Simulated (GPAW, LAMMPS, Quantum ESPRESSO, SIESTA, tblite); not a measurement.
# From one method to another: forces in amorphous Si0.8Ge0.2 (141 atoms)

141 atoms (113 Si, 28 Ge) placed at random at 2.91 g/cm³, melted at 3500 K for 10 ps at fixed volume with the Tersoff potential (Tersoff, Phys. Rev. B 39, 5566 (1989)). Quenched from 3500 K to 300 K at 10 K/ps and fixed volume, held 5 ps, then minimised at fixed cell.

Two calculations on one geometry. First: Kohn-Sham DFT, VV10, PseudoDojo 0.4.1 norm-conserving pseudopotentials (converted to PSML), numerical atomic orbitals (DZP), diagonalisation; PBE potentials; shift 0.01 Ry; mesh 300 Ry; levels smeared at 580 K (SIESTA 5.4.2; Γ point). Second: Kohn-Sham DFT, PBE, SSSP efficiency 1.3.0 pseudopotentials, plane waves; sssp-1.3.0-efficiency; 45/360 Ry; levels smeared at 580 K (Quantum ESPRESSO 7.5; sssp-pbe-1.3.0-efficiency, cutoffs 45/360 Ry, Γ point).

Cell vectors (Å):

```
14.380 0.000 0.000
0.000 14.380 0.000
0.000 0.000 14.380
```

Atom, position (Å) and force of the first calculation (eV/Å):

```
1 Si 2.65 11.84 0.05 0.19 0.15 -0.07
2 Si 8.02 1.98 4.79 0.21 -0.02 0.13
3 Si 3.11 11.77 4.41 -0.11 0.09 -0.17
4 Si 5.31 6.88 7.18 -0.11 0.08 -0.13
5 Si 12.18 11.09 5.15 0.01 0.04 -0.43
6 Si 13.24 0.78 7.52 0.15 0.53 -0.07
7 Si 9.66 3.57 7.30 0.36 0.01 -0.11
8 Si 3.25 8.99 11.98 -0.01 0.92 0.28
9 Si 11.51 0.62 0.45 0.49 0.21 -0.20
10 Si 2.47 10.97 10.75 0.54 0.00 -0.59
11 Si 1.82 5.32 8.49 0.08 -0.29 0.06
12 Si 5.83 5.82 3.30 0.03 0.07 -0.04
13 Si 8.09 6.11 10.05 0.10 0.13 -0.45
14 Si 9.22 6.40 4.38 0.03 0.17 0.24
15 Si 10.18 8.72 11.71 -0.07 0.36 -0.14
16 Si 13.07 6.42 11.20 -0.20 0.11 -0.03
17 Si 13.85 0.97 14.25 -0.39 0.09 -0.31
18 Si 10.36 9.93 3.93 0.10 -0.06 0.06
19 Si 6.43 3.95 4.92 0.37 0.22 0.27
20 Si 11.35 12.29 11.67 0.11 0.32 -0.26
21 Si 12.43 8.34 3.62 0.49 -0.38 0.40
22 Si 10.14 9.81 1.50 0.12 0.07 0.25
23 Si 12.22 10.08 12.22 -0.19 -0.38 -0.17
24 Si 10.40 5.11 13.86 -0.06 0.13 0.13
25 Si 13.81 8.26 1.66 -0.40 -0.63 -0.04
26 Si 5.01 1.95 10.52 -0.28 0.41 -0.15
27 Si 5.95 2.02 8.34 0.28 0.08 -0.12
28 Si 6.07 3.60 11.91 0.06 0.04 -0.24
29 Si 4.96 0.67 3.94 0.08 -0.38 0.08
30 Si 6.55 0.25 5.64 -0.05 0.23 -0.04
31 Si 7.41 11.22 10.35 0.00 0.24 -0.06
32 Si 4.84 7.29 4.89 -0.12 -0.20 -0.06
33 Si 2.57 3.33 13.94 0.10 0.13 0.30
34 Si 0.87 5.73 4.87 0.06 -0.11 -0.06
35 Si 9.74 12.02 0.77 -0.04 0.18 0.05
36 Si 4.19 5.19 8.35 0.18 -0.21 0.11
37 Si 1.73 2.51 2.83 0.01 0.00 0.12
38 Si 1.03 4.14 6.64 -0.05 0.23 0.05
39 Si 10.30 2.14 5.57 -0.78 0.25 0.42
40 Si 0.16 11.39 2.42 0.25 0.43 0.29
41 Si 4.98 3.52 6.84 -0.13 0.08 -0.01
42 Si 6.69 12.03 2.14 -0.24 0.25 -0.13
43 Si 11.62 12.72 14.00 -0.09 0.19 0.14
44 Si 3.84 12.67 11.81 -0.42 -0.07 -0.26
45 Si 0.09 10.35 11.16 -0.42 -0.30 -0.20
46 Si 9.91 7.57 9.60 -0.37 -0.15 0.24
47 Si 10.47 14.35 10.84 0.17 -0.05 -0.28
48 Si 13.85 4.15 11.53 -0.04 0.03 -0.30
49 Si 8.27 4.82 0.58 0.12 -0.14 -0.06
50 Si 4.33 9.55 1.01 0.23 0.07 -0.10
51 Si 11.69 7.09 13.09 0.16 -0.24 0.12
52 Si 4.66 5.67 1.16 -0.29 -0.07 0.77
53 Si 8.09 8.82 13.05 0.43 0.06 0.28
54 Si 11.13 2.37 2.23 0.16 0.10 -0.17
55 Si 7.35 2.69 1.25 0.32 -0.05 -0.37
56 Si 10.25 13.75 2.49 -0.54 -0.50 0.06
57 Si 4.46 10.69 13.23 0.23 -0.66 0.05
58 Si 8.80 8.60 5.19 0.44 -0.06 0.01
59 Si 1.52 3.93 10.39 -0.43 0.10 -0.03
60 Si 3.52 3.64 1.72 -0.54 0.41 -0.38
61 Si 2.49 10.74 2.21 0.10 0.14 0.05
62 Si 6.09 1.93 13.74 0.22 0.03 0.33
63 Si 2.23 11.55 8.41 -0.34 -0.18 0.70
64 Si 2.79 0.72 8.11 -0.10 -0.31 0.37
65 Si 7.57 12.38 14.30 -0.02 0.00 0.30
66 Si 4.59 13.07 2.77 0.10 -0.03 0.22
67 Si 14.11 11.73 8.96 0.58 0.08 0.45
68 Si 2.49 0.25 11.97 -0.21 -0.36 -0.09
69 Si 13.18 7.89 7.57 0.00 -0.05 -0.04
70 Si 2.66 1.81 10.22 0.10 -0.22 -0.12
71 Si 8.29 5.08 6.10 -0.01 -0.06 0.16
72 Si 8.84 8.80 7.65 -0.06 -0.15 0.19
73 Si 2.48 7.48 4.41 0.06 0.22 0.22
74 Si 14.02 6.79 14.19 -0.05 -0.25 0.46
75 Si 14.25 13.52 3.36 -0.18 0.25 -0.20
76 Si 3.05 13.94 1.07 -0.11 -0.24 0.33
77 Si 11.71 4.23 8.34 0.08 0.09 0.04
78 Si 0.91 0.55 1.74 -0.10 -0.05 -0.12
79 Si 7.89 12.68 5.78 -0.11 0.25 0.23
80 Si 14.12 10.01 4.28 -0.23 0.11 0.17
81 Si 0.29 13.98 12.48 -0.12 0.25 -0.05
82 Si 4.81 8.67 8.54 0.13 0.34 -0.12
83 Si 10.26 10.78 8.18 -0.20 0.25 0.12
84 Si 11.94 6.51 9.07 0.14 -0.06 -0.08
85 Si 12.09 9.20 0.19 0.06 -0.05 0.00
86 Si 2.76 1.26 4.54 0.18 -0.05 -0.20
87 Si 4.62 5.25 10.74 0.24 0.06 -0.36
88 Si 13.30 13.31 10.66 0.14 0.28 -0.31
89 Si 6.82 9.92 8.43 0.11 -0.45 0.35
90 Si 1.81 7.20 12.95 -0.03 0.02 0.00
91 Si 3.23 7.44 0.57 -0.11 0.28 -0.26
92 Si 6.75 13.32 9.42 -0.39 -0.15 -0.39
93 Si 12.01 13.32 4.17 0.14 0.11 -0.49
94 Si 6.82 10.80 12.67 -0.07 -0.05 -0.06
95 Si 7.58 6.63 7.73 -0.27 -0.25 0.07
96 Si 8.26 2.35 8.75 0.04 -0.08 -0.21
97 Si 0.09 4.13 3.26 0.20 0.31 -0.30
98 Si 12.02 3.15 10.47 0.20 -0.21 -0.06
99 Si 13.80 4.77 1.04 0.34 0.19 0.52
100 Si 8.15 8.60 1.09 0.04 -0.02 -0.11
101 Si 0.48 7.98 11.02 -0.15 -0.04 0.24
102 Si 13.26 3.13 6.78 0.07 -0.05 0.13
103 Si 0.89 13.66 7.47 -0.01 0.35 -0.27
104 Si 13.31 11.26 0.42 -0.31 -0.13 0.44
105 Si 9.68 12.98 7.29 0.10 -0.09 -0.10
106 Si 9.79 10.85 10.51 -0.20 -0.06 0.11
107 Si 11.52 4.62 1.53 -0.23 -0.16 -0.50
108 Si 12.40 0.92 9.75 -0.23 -0.07 0.21
109 Si 8.92 1.51 2.63 0.10 -0.36 -0.05
110 Si 1.94 9.65 5.29 0.04 -0.14 0.20
111 Si 6.35 9.71 2.20 0.14 0.26 -0.14
112 Si 13.26 6.88 5.43 -0.27 0.36 -0.30
113 Si 5.17 14.18 7.65 0.12 0.06 0.46
114 Ge 8.73 12.06 3.64 -0.13 0.01 -0.27
115 Ge 4.82 7.73 10.75 -0.12 -0.21 -0.16
116 Ge 6.31 5.36 13.66 -0.25 -0.11 0.40
117 Ge 5.54 2.76 2.85 -0.26 -0.21 -0.44
118 Ge 6.27 10.97 6.34 0.10 0.18 0.11
119 Ge 6.42 9.15 4.57 -0.04 -0.01 0.06
120 Ge 11.33 0.04 6.19 0.03 -0.10 -0.05
121 Ge 4.09 12.10 6.72 0.04 0.15 -0.31
122 Ge 2.82 2.52 6.50 -0.09 0.06 -0.03
123 Ge 6.88 7.09 11.95 0.16 0.47 -0.29
124 Ge 3.72 1.23 13.82 0.24 -0.01 -0.12
125 Ge 0.14 3.24 13.74 -0.32 -0.48 -0.13
126 Ge 1.80 8.39 2.26 -0.31 -0.70 -0.38
127 Ge 5.74 14.17 11.34 0.01 -0.21 -0.28
128 Ge 11.45 5.84 3.80 0.14 -0.16 -0.19
129 Ge 9.88 1.08 12.91 0.06 0.09 0.32
130 Ge 12.55 10.35 7.53 -0.14 0.09 -0.03
131 Ge 12.23 3.36 4.39 0.36 -0.35 0.35
132 Ge 8.19 3.80 10.69 -0.29 -0.19 0.05
133 Ge 2.54 9.27 7.68 -0.09 0.38 -0.21
134 Ge 0.97 7.60 8.67 0.08 -0.12 0.10
135 Ge 0.59 11.72 13.19 0.15 -0.64 0.04
136 Ge 8.86 0.02 9.08 -0.21 0.00 0.08
137 Ge 2.70 5.03 12.19 0.43 0.08 -0.13
138 Ge 1.57 13.61 5.05 -0.29 -0.47 0.09
139 Ge 7.51 0.10 13.12 -0.04 0.18 0.23
140 Ge 10.16 3.39 12.07 0.46 0.27 0.20
141 Ge 7.97 6.47 2.31 0.31 -0.17 0.23
```

**Question.** What forces does the second calculation give?

Atom and force (eV/Å):

```
1 0.14 0.17 -0.14
2 0.14 0.01 0.11
3 -0.22 0.24 -0.07
4 -0.04 0.06 -0.09
5 0.02 -0.04 -0.37
6 -0.02 0.51 -0.10
7 0.30 -0.05 -0.15
8 -0.01 0.85 0.23
9 0.36 0.18 -0.22
10 0.44 -0.02 -0.46
11 0.08 -0.23 0.08
12 0.20 0.02 -0.12
13 0.06 0.11 -0.36
14 0.03 0.20 0.15
15 -0.02 0.38 -0.15
16 -0.17 0.12 0.01
17 -0.31 0.13 -0.29
18 0.05 0.02 0.02
19 0.35 0.14 0.19
20 0.19 0.28 -0.27
21 0.43 -0.44 0.39
22 0.08 0.13 0.26
23 -0.19 -0.29 -0.04
24 -0.01 0.00 0.13
25 -0.31 -0.51 -0.01
26 -0.29 0.26 -0.13
27 0.24 0.00 -0.11
28 0.14 0.14 -0.24
29 0.06 -0.28 0.08
30 -0.06 0.27 -0.03
31 0.08 0.24 -0.07
32 0.01 -0.12 -0.07
33 0.03 0.04 0.21
34 -0.09 -0.10 -0.05
35 -0.07 0.21 0.18
36 0.15 -0.22 0.13
37 0.05 0.00 0.03
38 -0.01 0.20 0.02
39 -0.61 0.23 0.35
40 0.29 0.39 0.32
41 -0.21 -0.01 0.02
42 -0.09 0.11 -0.08
43 -0.10 0.14 0.14
44 -0.41 -0.06 -0.16
45 -0.38 -0.15 -0.10
46 -0.42 -0.13 0.23
47 0.17 0.01 -0.24
48 0.02 0.07 -0.21
49 -0.01 -0.06 -0.04
50 0.07 0.16 -0.10
51 0.25 -0.16 0.10
52 -0.20 -0.18 0.68
53 0.38 0.05 0.21
54 0.17 0.14 -0.03
55 0.20 0.03 -0.28
56 -0.55 -0.52 0.05
57 0.14 -0.62 0.01
58 0.25 -0.07 -0.06
59 -0.26 0.23 0.12
60 -0.38 0.25 -0.41
61 0.05 0.05 0.07
62 0.15 -0.08 0.25
63 -0.33 -0.28 0.59
64 -0.03 -0.18 0.24
65 0.02 0.01 0.29
66 -0.01 -0.04 0.22
67 0.62 0.07 0.44
68 -0.05 -0.31 0.04
69 0.12 0.00 0.01
70 0.23 -0.21 -0.11
71 -0.07 -0.08 0.14
72 -0.15 -0.13 0.25
73 -0.01 0.35 0.08
74 -0.13 -0.23 0.41
75 -0.04 0.10 -0.16
76 -0.16 -0.19 0.26
77 0.11 0.02 0.08
78 -0.01 -0.06 -0.11
79 -0.15 0.18 0.19
80 -0.20 0.04 0.05
81 -0.10 0.04 0.05
82 0.07 0.25 -0.10
83 -0.12 0.20 0.13
84 0.16 -0.06 -0.02
85 0.09 -0.04 -0.05
86 0.16 -0.13 -0.16
87 0.17 0.18 -0.27
88 0.09 0.23 -0.26
89 0.13 -0.40 0.18
90 0.00 -0.09 -0.07
91 -0.21 0.37 -0.17
92 -0.29 0.00 -0.33
93 0.09 0.09 -0.36
94 -0.06 -0.05 -0.04
95 -0.24 -0.17 0.07
96 0.04 -0.13 -0.12
97 0.02 0.28 -0.21
98 0.12 -0.17 -0.06
99 0.30 0.10 0.43
100 0.04 -0.02 -0.03
101 -0.10 -0.06 0.17
102 -0.08 -0.03 0.01
103 0.09 0.30 -0.30
104 -0.27 -0.18 0.24
105 0.08 0.01 -0.08
106 -0.19 -0.13 0.08
107 -0.19 -0.17 -0.32
108 -0.30 -0.11 0.22
109 0.21 -0.28 0.00
110 0.07 -0.17 0.18
111 0.19 0.28 -0.08
112 -0.27 0.28 -0.40
113 0.13 0.02 0.39
114 -0.06 -0.04 -0.42
115 0.15 -0.37 -0.01
116 -0.22 -0.01 0.22
117 -0.18 -0.13 -0.38
118 -0.03 0.14 0.08
119 0.07 0.05 0.18
120 0.02 -0.02 -0.06
121 0.14 0.09 -0.34
122 -0.05 0.01 0.07
123 -0.18 0.27 -0.40
124 0.13 -0.01 -0.11
125 -0.20 -0.42 -0.05
126 -0.20 -0.53 -0.29
127 0.09 -0.18 -0.08
128 0.36 -0.31 -0.15
129 0.01 0.16 0.16
130 -0.20 0.10 -0.08
131 0.25 -0.02 0.21
132 -0.11 -0.13 0.16
133 -0.18 0.36 -0.10
134 0.09 0.03 0.02
135 0.11 -0.48 -0.09
136 -0.27 -0.06 0.03
137 0.39 0.04 -0.16
138 -0.16 -0.47 0.07
139 -0.10 0.25 0.02
140 0.24 0.07 0.09
141 0.19 -0.14 0.25
```

The two sets differ by 85.7 meV/Å r.m.s., 40 % of the r.m.s. force of the Quantum ESPRESSO run. The network of bonds at the start is that of the classical potential that made the cell, and needn't be the one that DFT or experiment would give. The electronic-structure runs sample only Γ, in a cell whose shortest periodic width is 14 Å, which is coarse for a cell with partly filled levels.

[Logs are printed without paths, hosts, clocks, repeated set-up lines and the standing remarks that a program may print on its own settings, such as how far it seeks lower states.]

[Hosts, paths, dates, database ids (printed as entryN), source tags and the programs' standing remarks are cut or masked in the printed files.]
